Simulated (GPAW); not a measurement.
Consider Zn (Fm-3m).

```xyz
1
Lattice="0.0000 1.9648 1.9648 1.9648 0.0000 1.9648 1.9648 1.9648 0.0000" Properties=species:S:1:pos:R:3 pbc="T T T"
Zn    0.0000    0.0000    0.0000
```

Absorber: atom 1, with 12 Zn at 2.78 Å (cuboctahedral, site symmetry m-3m). Method: GPAW, LDA, excited-electron core hole (neutral cell), 8-atom cell with 5.6 Å between holes, 6×6×6 k points, dipole transitions, Gaussian full width 1.67 eV up to 4 eV, rising linearly to 3.5 eV at 25 eV.

This is not the structure that Zn takes at ambient pressure and room temperature (hexagonal, No. 194); it is a model or a phase of other conditions.

Q: What does the Zn K edge look like?

Main maxima up to 30 eV above the zero (height): 8.0 eV (1.50) and 15.4 eV (1.09). A K edge sees empty p states on the absorber. The total-energy difference is 9671.78 eV. One term is added: -30.82 eV, since the hole is spin-paired here and a spin-polarised one costs that much less in the free atom (computed apart). The photon energy is then 9640.96 eV. The tabulated edge of the element is 9659 eV. The functional leaves an error in such absolute values: in the free atom LDA prices this hole 19.1 eV below PBE (computed apart), and PBE is itself good to a few eV.

The Zn K spectrum (energy from the lowest empty level; intensity scaled to a mean of 1 over the first 20 eV):

```csv
E (eV),intensity
-2.0,0.00
-1.5,0.01
-1.0,0.06
-0.5,0.18
0.0,0.34
0.5,0.48
1.0,0.58
1.5,0.65
2.0,0.72
2.5,0.74
3.0,0.76
3.5,0.83
4.0,0.93
4.5,1.01
5.0,1.05
5.5,1.09
6.0,1.13
6.5,1.21
7.0,1.33
7.5,1.45
8.0,1.50
8.5,1.47
9.0,1.39
9.5,1.30
10.0,1.21
10.5,1.13
11.0,1.05
11.5,0.99
12.0,0.95
12.5,0.94
13.0,0.95
13.5,0.98
14.0,1.01
14.5,1.06
15.0,1.09
15.5,1.09
16.0,1.07
16.5,1.05
17.0,1.02
17.5,0.97
18.0,0.91
18.5,0.82
19.0,0.72
19.5,0.64
20.0,0.60
20.5,0.60
21.0,0.62
21.5,0.64
22.0,0.65
22.5,0.65
23.0,0.65
23.5,0.66
24.0,0.67
24.5,0.68
25.0,0.70
25.5,0.72
26.0,0.74
26.5,0.75
27.0,0.76
27.5,0.78
28.0,0.80
28.5,0.82
29.0,0.84
29.5,0.86
30.0,0.88
30.5,0.88
31.0,0.87
31.5,0.87
```

The script folds with a Gaussian, whereas the core hole's own line is a Lorentzian, so the onset is too steep and the first peak too high. The holes are only 5.6 Å apart, so the shape is probably not converged with cell size; no larger cell was run here. The structure is a computed Materials Project entry and may be a hypothetical form.

[Banner, clock and machine lines of the logs are left out without a mark of their own.]

[Logs are printed without paths, hosts, clocks, repeated set-up lines and the standing remarks that a program may print on its own settings, such as how far it seeks lower states.]

[Hosts, paths, dates, database ids (printed as entryN), source tags and the programs' standing remarks are cut or masked in the printed files.]

[Lists of maxima count a maximum above −3 eV only where it reaches 4 % of the highest in the window and stands out from its surroundings by 2 % of it (1.5 % where it reaches 55 %); shoulders and weaker maxima are passed over, and of the rest the first, up to two pre-edge ones and the few strongest are named.]
